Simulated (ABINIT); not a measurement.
Planning a run of ABINIT 10.8.3 on CsPbCl3 (Pm-3m). The input:

```
acell 3*1.0 Angstrom
rprim 
  5.605000000000 0.000000000000 0.000000000000
  0.000000000000 5.605000000000 0.000000000000
  0.000000000000 0.000000000000 5.605000000000
ntypat 3
znucl 55 82 17
natom 5
typat 1 2 3 3 3
xred 
  0.000000000000 0.000000000000 0.000000000000
  0.500000000000 0.500000000000 0.500000000000
  0.500000000000 0.500000000000 0.000000000000
  0.000000000000 0.500000000000 0.500000000000
  0.500000000000 0.000000000000 0.500000000000
pp_dirpath "pseudos"
pseudos "Cs.upf, Pb.upf, Cl.upf"
ecut 32
ngkpt 4 4 4
nshiftk 1
shiftk 0 0 0
kptopt 1
chksymbreak 0
nband 32
occopt 1
tolvrs 1e-08
nstep 60
prtwf 0
indata_prefix "in"
outdata_prefix "out"
tmpdata_prefix "tmp"
```

```sh
OMP_NUM_THREADS=1 mpirun -n 8 abinit run.abi > log
```

Question: How long will it take on 8 MPI ranks of Arm Neoverse N1, shared host, and how much memory?

It took 67 s; on shared hardware allow 33 s to 2.2 min. Peak host memory was 0.88 GiB.

[Paths, hosts, dates, memory and timing lines, banners, echoed tables and standing remarks are left out of the program output.]

[Logs are printed without paths, hosts, clocks, repeated set-up lines and the standing remarks that a program may print on its own settings, such as how far it seeks lower states.]

[Runs of the session that timed out or met a known fault of the program may be left out.]

[No measured gap is set beside runs whose start may be inverted or whose files or cutoffs have a known fault.]

[Hosts, paths, dates, database ids (printed as entryN), source tags and the programs' standing remarks are cut or masked in the printed files.]

[G0W0 gaps are taken among the corrected bands and points alone; a level outside them can change the order at an edge.]

[Where Ansatz stands beside ABINIT at settings called matched, ABINIT's density can come from a denser mesh and the files from another edition; pairs whose starting gaps differed by over 0.03 eV were left out, so agreement reads better than it is.]
